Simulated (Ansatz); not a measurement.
# Grüneisen parameters and expansion of TlGa (hypothetical, Fm-3m), part 2 of 4

Aim: how the vibrations of TlGa (hypothetical) shift with volume, and the expansion that follows. The crystal structure is hypothetical: it was made by swapping elements on a known structure type.

Ansatz 0.2.0; DFT PBE, scalar-relativistic, plane waves, PAW.

So far. Step 2 (Probe on a coarse mesh): The start is under 31 GPa at this level and looks like a metal on this mesh. Step 5 (Relaxing to small residual forces and stress): The residual pressure is -0.0062 GPa, small enough for phonons.

### 6. Phonons, V/V0 1

The same q-mesh and k-mesh are kept at every volume, so that much of their error can cancel in the differences.

input.yaml reads:

```yaml
crystal:
  lattice:
    - [0.0, 2.9953678167, 2.9953678167]
    - [2.9953678167, 0.0, 2.9953678167]
    - [2.9953678167, 2.9953678167, 0.0]
  atoms:
    - { symbol: Tl, position: [0.0, 0.0, 0.0] }
    - { symbol: Ga, position: [0.5, 0.5, 0.5] }
kpoints:
  mp_grid: { grid: [12, 12, 12] }
hamiltonian:
  xc: pbe
scf:
  occupations: { method: methfessel_paxton, width: 0.15 }
output:
  eigenvalues: true
phonons:
  method: dfpt
  qmesh: [4, 4, 4]
  temperatures: { t_max: 1000, t_step: 50 }
  qpath:
    path:
      - [[0.0, 0.0, 0.0], [0.5, 0.0, 0.5], [0.625, 0.25, 0.625]]
      - [[0.375, 0.375, 0.75], [0.0, 0.0, 0.0], [0.5, 0.5, 0.5], [0.5, 0.25, 0.75], [0.5, 0.0, 0.5]]
    npoints: 10
```

On the command line:

```
$ ansatz run input.yaml --threads 4 --pin off --max-ram 8192MiB --backend cpu --events-out ev --progress --plain --runs-dir out
```

Numbers of over 12 decimals in the logs are rounded to 6 here.

Output:

```text
[...]
Crystal: 2 atoms, lattice volume = 53.750 Å³
Basis set: ecut = 420 eV, 1067 PW (Γ), exchange–correlation on 60×60×60 points (8 copies of the dense FFT grid, shifted against one another)
Bands: 17, of which v1, the nominal top of the filled ones, is band 13 counted from 1 (12 counted from 0)
Symmetry: 48 space group operations
k-points: 72 of 1728
[...]
SCF iter   1: F=—  HF=-15226.787156 eV  |F-HF|=—  |Δ(HF+E_count)|=         —  Δρ=7.30e-4  dr2=2.91e-4  ethr=1.77e-3  ⟨swp⟩=5.8  Hψ=6164  notcnv=0
[...]
SCF iter  10: F=-15226.786273 eV  HF=-15226.786273 eV  |F-HF|=1.82e-12  |Δ(HF+E_count)|=  1.73e-10  S|Δr|=    0.00e0  Δρ=3.51e-8  dr2=9.36e-13  ethr=1.00e-12  ⟨swp⟩=4.9  Hψ=6365  notcnv=0
SCF 1 converged in 10 iterations: F = -15226.786273 eV  dr2 = 9.36e-13
[...]
SCF iter   4: F=-15226.786273 eV  HF=-15226.786273 eV  |F-HF|=1.64e-11  |Δ(HF+E_count)|=  1.64e-11  S|Δr|=    0.00e0  Δρ=1.75e-7  dr2=6.84e-12  ethr=1.00e-12  ⟨swp⟩=2.0  Hψ=3086  notcnv=0
SCF 2 converged in 4 iterations: F = -15226.786273 eV  dr2 = 6.84e-12
phonons: the bands overlap, so this run is a metal and interpolates without the dipole-dipole term. If the crystal is really an insulator or semiconductor, its LO-TO splitting is missing
NSCF: frozen V_eff on 72 k-points
[...]
DFPT response loops at q = (0, 0, 0) (fractional): preconditioner auto → Kerker (q_TF=auto, 2.417 Å⁻¹) (partly filled bands, converged f_vac=0.000); β = 1.00, the filter's whole step (`scf.mixing.beta` (0.50) is not read by the response loops under this deck's `scf.mixing.preconditioner`; to damp them name `kerker` or `kerker_dos`, under which they read `scf.mixing.beta`, and type it under 1.00, their step now; both keys bind the ground state too); Broyden in place of MSR1
[...]
SCF converged after 10 iterations
[...]
Free energy (F): -15226.786273 eV
[...]
Internal energy: -15226.786018 eV  (E = F + TS)
E sigma→0 (E₀):  -15226.786209 eV
Entropy (-TS):   -0.000254 eV (-0.127 meV/atom)
Fermi energy:    8.392300 eV
[...]
--- Band table (eV; the first three rows and the last of 72) ---
  k-point 0: bands = [... 9 lower, -2.9675, -1.3474, 9.3058, 10.4977, 10.4977, 10.4977, 16.0794, 16.0794]
  k-point 1: bands = [... 9 lower, -2.9716, -1.2575, 8.4356, 10.5163, 10.5163, 11.1403, 15.3911, 15.6282]
  k-point 2: bands = [... 9 lower, -2.9620, -0.9866, 7.0712, 10.5800, 10.5800, 11.7843, 14.5730, 14.7670]
  k-point 71: bands = [... 9 lower, -2.8706, 2.8074, 3.6010, 6.2387, 6.2387, 12.5604, 13.1455, 16.2291]
--- Phonons (Γ-DFPT): 2 representative perturbations + reference (Σ response iterations 6) ---
  ASR residual: 9.986e-5 → 0.000e0 eV/Å²; symmetrization residual: 1.567e-5 eV/Å²
  ASR residual per site (eV/Å²): 5.57e-5 9.99e-5
  Γ frequencies (cm⁻¹): 0.00 0.00 0.00 100.76 100.76 100.76
--- Phonons (arbitrary-q DFPT): 8 irreducible q on the 4×4×4 mesh ---
  q = [0.0000, 0.0000, 0.0000] (star 1, of the zone-centre solve; hermiticity 1.61e-5, symmetrization 1.25e-11): -0.00 0.00 0.00 100.76 100.76 100.76
  q = [0.0000, 0.0000, 0.2500] (star 8, 2 solved perturbations on 936 of 1728 k-point pairs; hermiticity 7.35e-6, symmetrization 5.48e-12): 30.61 30.61 36.12 96.10 96.10 98.35
[...]
q = [0.0000, 0.2500, 0.2500] (star 6, 4 solved perturbations in 1608 linear systems a pass and spin channel, the states on 510 of 1728 k-point pairs; hermiticity 1.16e-5, symmetrization 9.95e-13): -15.46 -15.46 45.68 77.12 108.16 108.16
[...]
sum rule: each row above includes the acoustic sum rule's correction from the zone centre's row sums; it moved no ω² by more than (0.62 cm⁻¹)²
  mesh force constants: q→R imaginary residual 9.23e-18; ASR residual 9.986e-5 → 0.000e0 eV/Å²; symmetrization residual 2.220e-15 eV/Å²
  interpolated dispersion: 62 rows × 6 modes
  density of states and harmonic sums: on the 20×20×20 q-mesh, interpolated from the force constants of a 4×4×4 supercell (no non-analytic term)
  largest difference from the sums on the solved wave vectors: F 2.82e-2 eV, S 4.21e-5 and C_V 1.38e-5 eV/K
  zero-point energy: 0.021988 eV/cell   skipped modes (ω ≤ 0): 246, of them read as no rigid motion or as one in doubt: 243 (9.101e-1 modes/cell left out, lowest -20.84 cm⁻¹)   left out of the sums: 1.52e-1 of the cell's modes: C_V's classical limit lies that fraction below 3 k_B per atom; for a crystal, a wire or a layer, F and S can be off by more, and a phonons.interpolated_qmesh denser along its periods is the remedy for the sampling
```

Run time: 4.8 min. Hardware: 4 threads of Arm Neoverse V2, shared host; peak memory 3.5 GiB; 19 min of CPU time.

This step gave:

```
Γ frequencies                : 0, 0, 0, 100.8, 100.8, 100.8 cm⁻¹ (negative: imaginary)
lowest frequency on the path : -20.84 cm⁻¹
point group                  : m-3m
highest frequency            : 122.8 cm⁻¹
```

No LO-TO term. The phonon branches at the labelled points (cm⁻¹):

```
    point  branch 1  branch 2  branch 3  branch 4  branch 5  branch 6
        Γ         0         0         0       101       101       101
  halfway       -16       -16        46        77       108       108
        X       -21       -21       -13       109       109       123
  halfway       -17       -13        -9       107       108       120
        U         4         9        10        99       101       115
jump to K         4         9        10        99       101       115
  halfway       -20        45        49        73        80       114
        Γ         0         0         0       101       101       101
  halfway        31        31        36        96        96        98
        L        54        54        55        74        78        78
  halfway        16        18        52        74       100       101
        W       -20       -20        50        70       114       114
  halfway       -20       -10        19        96       113       118
        X       -21       -21       -13       109       109       123
```

The phonon branches as a text plot (rows in cm⁻¹):

```
    120 |           *****                                    ****
    114 |         **     *********                       ******
    108 |   *************         ***                  **      **
    102 |***     *      ***         ********          *       *
     96 |  *               *      ***       **       *
     90 |       *          *     *           **     *        *
     84 |   *               *    *             *   *        *
     78 |    ***                *               ******
     72 |                    ****                *    ******
     66 |                      *
     60 |
     54 |                                       ********
     48 |    ***             ****             **  **    ****
     42 |   *                   **           **    *
     36 |                   *    ***        **      *       *
     30 |  *    *            **   **       **        *
     24 |                  *        *     **         *       *
     18 | *      *                  *    **           *
     12 |                 * *        *   *
      6 |                ***            *                     *
      0 |*               *            **               *
     -6 | *       **   **  *         *                 *
    -12 |  **   *********   *     ***                   *   *****
    -18 |    ***    ****     *****                      *********
         Γ           X  U|K            Γ         L        W     X
```

Tetrahedra on 20 20 20, mean over bins of 2 cm⁻¹. Phonon density of states against wavenumber; read off at these points:

wavenumber (cm⁻¹), phonon density of states (1/cm⁻¹/cell) and a bar:
```
    -21.0      0.005 #
    -17.0      0.052 ##############
    -15.0      0.065 #################
    -11.0      0.062 ################
     -7.0      0.034 #########
     -1.0      0.024 ######
      3.0      0.023 ######
      9.0      0.025 #######
     13.0      0.029 ########
     19.0      0.035 #########
     23.0      0.038 ##########
     29.0      0.040 ##########
     33.0      0.042 ###########
     39.0      0.044 ############
     43.0      0.048 #############
     49.0      0.089 #######################
     53.0      0.016 ####
     59.0      0.000 
     63.0      0.000 
     69.0      0.004 #
     73.0      0.049 #############
     75.0      0.072 ###################
     79.0      0.056 ###############
     83.0      0.051 #############
     89.0      0.050 #############
     93.0      0.053 ##############
     99.0      0.061 ################
    103.0      0.074 ###################
    109.0      0.115 ##############################
    113.0      0.111 #############################
    119.0      0.008 ##
    123.0      0.000
```

The modes has structure finer than the step of the table below, so its rows give means over 5 cm⁻¹, whole bins alone (the curve runs from -30.6 to 136 cm⁻¹). Peaks (cm⁻¹: height): Ga -12.8: 0.0188, 23.8: 0.0113, 75.1: 0.056, 109.7: 0.0771; Tl -12.8: 0.0474, 50.0: 0.0633, 109.7: 0.0301.

Phonopy on the run's constants, 17x17x17 mesh, Gaussian sigma 2.0 cm⁻¹. The modes by wavenumber; means over each step; values in 1/cm⁻¹/cell:

```
wavenumber (cm⁻¹)       Ga       Tl
              -25   4.8e-4  0.00120
              -20  0.00826   0.0205
              -15   0.0177   0.0445
              -10   0.0159   0.0403
               -5  0.00812   0.0207
                0  0.00219  0.00558
                5  0.00531   0.0132
               10  0.00890   0.0222
               15  0.00962   0.0245
               20  0.00971   0.0257
               25   0.0111   0.0296
               30   0.0104   0.0299
               35   0.0102   0.0323
               40  0.00919   0.0350
               45  0.00767   0.0449
               50  0.00369   0.0563
               55   4.2e-4   0.0144
               60   6.7e-6   1.9e-4
               65  0.00145   1.2e-4
               70   0.0217  0.00139
               75   0.0517  0.00513
               80   0.0450  0.00838
               85   0.0373   0.0101
               90   0.0391   0.0128
               95   0.0405   0.0144
              100   0.0466   0.0173
              105   0.0614   0.0235
              110   0.0744   0.0290
              115   0.0359   0.0143
              120  0.00543  0.00220
              125   5.5e-4   2.3e-4
              130   2.0e-6   1.0e-6
```

No LO-TO term. Modes at Γ, with each element's share of the kinetic energy:

```
mode  frequency (cm⁻¹)  symmetry  Tl %  Ga %
   1               0.0       T1u    75    25
   2               0.0       T1u    75    25
   3               0.0       T1u    75    25
   4             100.8       T1u    25    75
   5             100.8       T1u    25    75
   6             100.8       T1u    25    75
```

Displacements in mode 4 (100.8 cm⁻¹), the largest set to 1:
```
Tl1  0.00 -0.01 -0.34
Ga2  0.00  0.03  1.00
```

The lowest solved frequency is -20.8 cm⁻¹, so the cell is unstable here and gives no valid free energy.

### 7. A cell at another volume, V/V0 1.015

Symmetry fixes every atom, so a single point at the scaled cell gives the energy and pressure of this member.

The cell differs from the one that the last finished run ended in (a 4.236 → 4.257 Å, b 4.236 → 4.257 Å, c 4.236 → 4.257 Å).

input.yaml, the sections that differ from step 6:

```yaml
crystal:
  lattice:
    - [0.0, 3.0102703894, 3.0102703894]
    - [3.0102703894, 0.0, 3.0102703894]
    - [3.0102703894, 3.0102703894, 0.0]
  atoms:
    - { symbol: Tl, position: [0.0, 0.0, 0.0] }
    - { symbol: Ga, position: [0.5, 0.5, 0.5] }
output:
  forces: true
  stress: true
  eigenvalues: true
  write_density: true
  write_potential: true
  elf: true
  volumetric_format: npy
# kpoints, hamiltonian, scf: as in step 6
# phonons: removed
```

Output:

```text
[...]
Crystal: 2 atoms, lattice volume = 54.557 Å³
Basis set: ecut = 420 eV, 1067 PW (Γ), exchange–correlation on 60×60×60 points (8 copies of the dense FFT grid, shifted against one another)
Bands: 17, of which v1, the nominal top of the filled ones, is band 13 counted from 1 (12 counted from 0)
Symmetry: 48 space group operations
[...]
k-points: 72 of 1728
[...]
SCF iter   1: F=—  HF=-15226.786344 eV  |F-HF|=—  |Δ(HF+E_count)|=         —  Δρ=6.76e-4  dr2=2.64e-4  ethr=1.77e-3  ⟨swp⟩=5.8  Hψ=6169  notcnv=0
[...]
SCF iter   7: F=-15226.785450 eV  HF=-15226.785450 eV  |F-HF|=1.46e-11  |Δ(HF+E_count)|=   8.30e-9  S|Δr|=    0.00e0  Δρ=2.09e-6  dr2=3.32e-9  ethr=3.85e-10  ⟨swp⟩=8.8  Hψ=7812  notcnv=0
SCF 1 converged in 7 iterations: F = -15226.785450 eV  dr2 = 3.32e-9
[...]
SCF converged after 7 iterations
[...]
Free energy (F): -15226.785450 eV
[...]
Internal energy: -15226.784899 eV  (E = F + TS)
E sigma→0 (E₀):  -15226.785312 eV
Entropy (-TS):   -0.000551 eV (-0.276 meV/atom)
Fermi energy:    8.213921 eV
[...]
--- Stress (GPa, compression-positive) ---
       -0.320276      -0.000000      -0.000000
        0.000000      -0.320276       0.000000
        0.000000      -0.000000      -0.320276
  P = ⅓ Tr σ = -0.3203 GPa (-3.203 kbar)
--- Band table (eV; the first three rows and the last of 72) ---
  k-point 0: bands = [... 9 lower, -3.1334, -1.4357, 8.9934, 10.2996, 10.2996, 10.2996, 15.8161, 15.8161]
  k-point 1: bands = [... 9 lower, -3.1368, -1.3470, 8.1758, 10.3177, 10.3177, 10.8940, 15.1545, 15.3730]
  k-point 2: bands = [... 9 lower, -3.1266, -1.0799, 6.8484, 10.3800, 10.3800, 11.5187, 14.3306, 14.5218]
  k-point 71: bands = [... 9 lower, -3.0387, 2.6414, 3.4214, 6.1041, 6.1041, 12.3152, 12.8961, 16.0049]
```

Elapsed: 1.1 s, on 4 threads; peak memory 0.38 GiB.

Numbers from this step:

```
pressure        : -0.3203 GPa
volume per atom : 27.28 Å³
```

Valence density in the ac plane of the cell as run, not the conventional one, at fractional y = 0.000, with atoms of Tl within 0.2 Å of it. It is the smooth field of the valence electrons, not physical close to the nuclei.

Values in e/Å³, 14 rows by 14 columns, each cell a mean:
```
7.1 6.0 3.1 1.2 0.4 0.1 0.1 0.1 0.1 0.1 0.2 0.7 2.2 4.6
3.9 4.1 2.8 1.3 0.5 0.2 0.1 0.1 0.1 0.1 0.1 0.3 0.9 2.2
1.4 1.8 1.6 0.9 0.4 0.2 0.1 0.1 0.1 0.1 0.1 0.1 0.3 0.7
0.5 0.6 0.7 0.5 0.3 0.2 0.1 0.1 0.1 0.1 0.1 0.1 0.1 0.2
0.2 0.2 0.3 0.2 0.2 0.1 0.1 0.1 0.1 0.1 0.1 0.1 0.1 0.1
0.1 0.1 0.1 0.1 0.1 0.1 0.1 0.1 0.1 0.1 0.1 0.1 0.1 0.1
0.1 0.1 0.1 0.1 0.1 0.1 0.1 0.1 0.1 0.1 0.1 0.1 0.1 0.1
0.1 0.1 0.1 0.1 0.1 0.1 0.1 0.1 0.1 0.1 0.1 0.1 0.1 0.1
0.1 0.1 0.1 0.1 0.1 0.1 0.1 0.1 0.1 0.1 0.2 0.2 0.2 0.1
0.2 0.1 0.1 0.1 0.1 0.1 0.1 0.1 0.1 0.2 0.3 0.4 0.5 0.4
0.7 0.4 0.2 0.1 0.1 0.1 0.1 0.1 0.1 0.2 0.5 0.9 1.3 1.2
2.2 1.1 0.4 0.2 0.1 0.1 0.1 0.1 0.1 0.3 0.7 1.6 2.8 3.1
5.3 3.0 1.1 0.4 0.1 0.1 0.1 0.1 0.1 0.2 0.6 1.8 4.1 6.0
8.1 5.3 2.2 0.7 0.2 0.1 0.1 0.1 0.1 0.2 0.5 1.4 3.9 7.1
```
Columns run along a (4.3 Å), rows up along c (4.3 Å). Atoms in or near the plane, at fractional coordinates: Tl at (0.00, 0.00).

ELF in the ac plane of the cell as run, not the conventional one, at fractional y = 0.000, with atoms of Tl within 0.2 Å of it. It is the smooth field of the valence electrons, not physical close to the nuclei.

Ten even steps from '0' (0.01) to '9' (0.39), each cell a mean:
```
00598643357972
32698753346897
98998754334689
89998654344467
67777643344345
45565433333333
33444332334433
33334333345554
54334333466776
76444444578888
98654334679999
79864334579965
15986433579820
01797533468930
```
Columns run along a (4.3 Å), rows up along c (4.3 Å). Atoms in or near the plane, at fractional coordinates: Tl at (0.00, 0.00).

Electrostatic potential energy in the ac plane of the cell as run, not the conventional one, at fractional y = 0.000, with atoms of Tl within 0.2 Å of it. With pseudopotentials it is smooth inside the atoms' cores, unlike the true potential.

Ten even steps from '0' (-38 eV) to '9' (11 eV), each cell a mean:
```
00038999998610
00037999999851
31257999999986
76678999999998
99889999999999
99999999999999
99999999999999
99999999999999
99999999999999
89999999998778
68999999987533
14899999986200
00489999996100
10168999997300
```
Columns run along a (4.3 Å; values clipped at the 3rd and 97th percentile), rows up along c (4.3 Å). Atoms in or near the plane, at fractional coordinates: Tl at (0.00, 0.00).

### 8. Lattice dynamics at this volume, V/V0 1.015

Phonons at this volume give one point of F(V, T); meshes stay fixed along the series.

input.yaml, the sections that differ from step 7:

```yaml
output:
  eigenvalues: true
phonons:
  method: dfpt
  qmesh: [4, 4, 4]
  temperatures: { t_max: 1000, t_step: 50 }
  qpath:
    path:
      - [[0.0, 0.0, 0.0], [0.5, 0.0, 0.5], [0.625, 0.25, 0.625]]
      - [[0.375, 0.375, 0.75], [0.0, 0.0, 0.0], [0.5, 0.5, 0.5], [0.5, 0.25, 0.75], [0.5, 0.0, 0.5]]
    npoints: 10
# crystal, kpoints, hamiltonian, scf: as in step 7
```

Output:

```text
[...]
Crystal: 2 atoms, lattice volume = 54.557 Å³
Basis set: ecut = 420 eV, 1067 PW (Γ), exchange–correlation on 60×60×60 points (8 copies of the dense FFT grid, shifted against one another)
Bands: 17, of which v1, the nominal top of the filled ones, is band 13 counted from 1 (12 counted from 0)
Symmetry: 48 space group operations
k-points: 72 of 1728
[...]
k-point 71: bands = [... 9 lower, -3.0387, 2.6414, 3.4214, 6.1041, 6.1041, 12.3152, 12.8961, 16.0049]
[...]
ASR residual: 1.021e-4 → 0.000e0 eV/Å²; symmetrization residual: 2.121e-5 eV/Å²
  ASR residual per site (eV/Å²): 6.03e-5 1.02e-4
  Γ frequencies (cm⁻¹): 0.00 0.00 0.00 97.45 97.45 97.45
--- Phonons (arbitrary-q DFPT): 8 irreducible q on the 4×4×4 mesh ---
[...]
interpolated dispersion: 62 rows × 6 modes
[...]
[key lines of the parts left out:]
SCF converged after 11 iterations
Free energy (F): -15226.785450 eV
Fermi energy:    8.213914 eV
```

Run time: 4.8 min. Hardware: 4 threads; peak memory 3.6 GiB; 19 min of CPU time.

The lowest solved frequency is -18.7 cm⁻¹, so the cell is unstable here and gives no valid free energy. The highest zone-centre mode (no LO–TO term) moved by -3.3 % for a volume change of +1.5 %.

### 9. Single point at a scaled cell, V/V0 0.985

Symmetry fixes every atom, so a single point at the scaled cell gives the energy and pressure of this member.

input.yaml, the sections that differ from step 8:

```yaml
crystal:
  lattice:
    - [0.0, 2.9803154631, 2.9803154631]
    - [2.9803154631, 0.0, 2.9803154631]
    - [2.9803154631, 2.9803154631, 0.0]
  atoms:
    - { symbol: Tl, position: [0.0, 0.0, 0.0] }
    - { symbol: Ga, position: [0.5, 0.5, 0.5] }
output:
  forces: true
  stress: true
  eigenvalues: true
# kpoints, hamiltonian, scf: as in step 8
# phonons: removed
```

Output:

```text
[...]
Crystal: 2 atoms, lattice volume = 52.944 Å³
Basis set: ecut = 420 eV, 1037 PW (Γ), exchange–correlation on 60×60×60 points (8 copies of the dense FFT grid, shifted against one another)
Bands: 17, of which v1, the nominal top of the filled ones, is band 13 counted from 1 (12 counted from 0)
Symmetry: 48 space group operations
[...]
k-points: 72 of 1728
[...]
--- Band table (eV; the first three rows and the last of 72) ---
  k-point 0: bands = [... 9 lower, -2.7958, -1.2559, 9.6289, 10.7023, 10.7023, 10.7023, 16.3506, 16.3506]
  k-point 1: bands = [... 9 lower, -2.8007, -1.1648, 8.7015, 10.7214, 10.7214, 11.3977, 15.6323, 15.8908]
  k-point 2: bands = [... 9 lower, -2.7918, -0.8900, 7.3000, 10.7866, 10.7866, 12.0602, 14.8221, 15.0198]
  k-point 71: bands = [... 9 lower, -2.6969, 2.9788, 3.7869, 6.3781, 6.3781, 12.8140, 13.4033, 16.4600]
[key lines of the parts left out:]
SCF converged after 7 iterations
Free energy (F): -15226.785392 eV
Fermi energy:    8.576017 eV
P = ⅓ Tr σ = 0.3788 GPa (3.788 kbar)
```

The job ended after 0.85 s (4 threads; peak memory 0.38 GiB).

The run ends at a pressure of 0.38 GPa.

(Part 2 of 4 ends here.)

[Logs are printed without paths, hosts, clocks, repeated set-up lines and the standing remarks that a program may print on its own settings, such as how far it seeks lower states.]

[Hosts, paths, dates, database ids (printed as entryN), source tags and the programs' standing remarks are cut or masked in the printed files.]

[A step with changed settings may run another functional than the one named; its input shows which.]

[Of the runs on displaced cells, only some may be shown.]
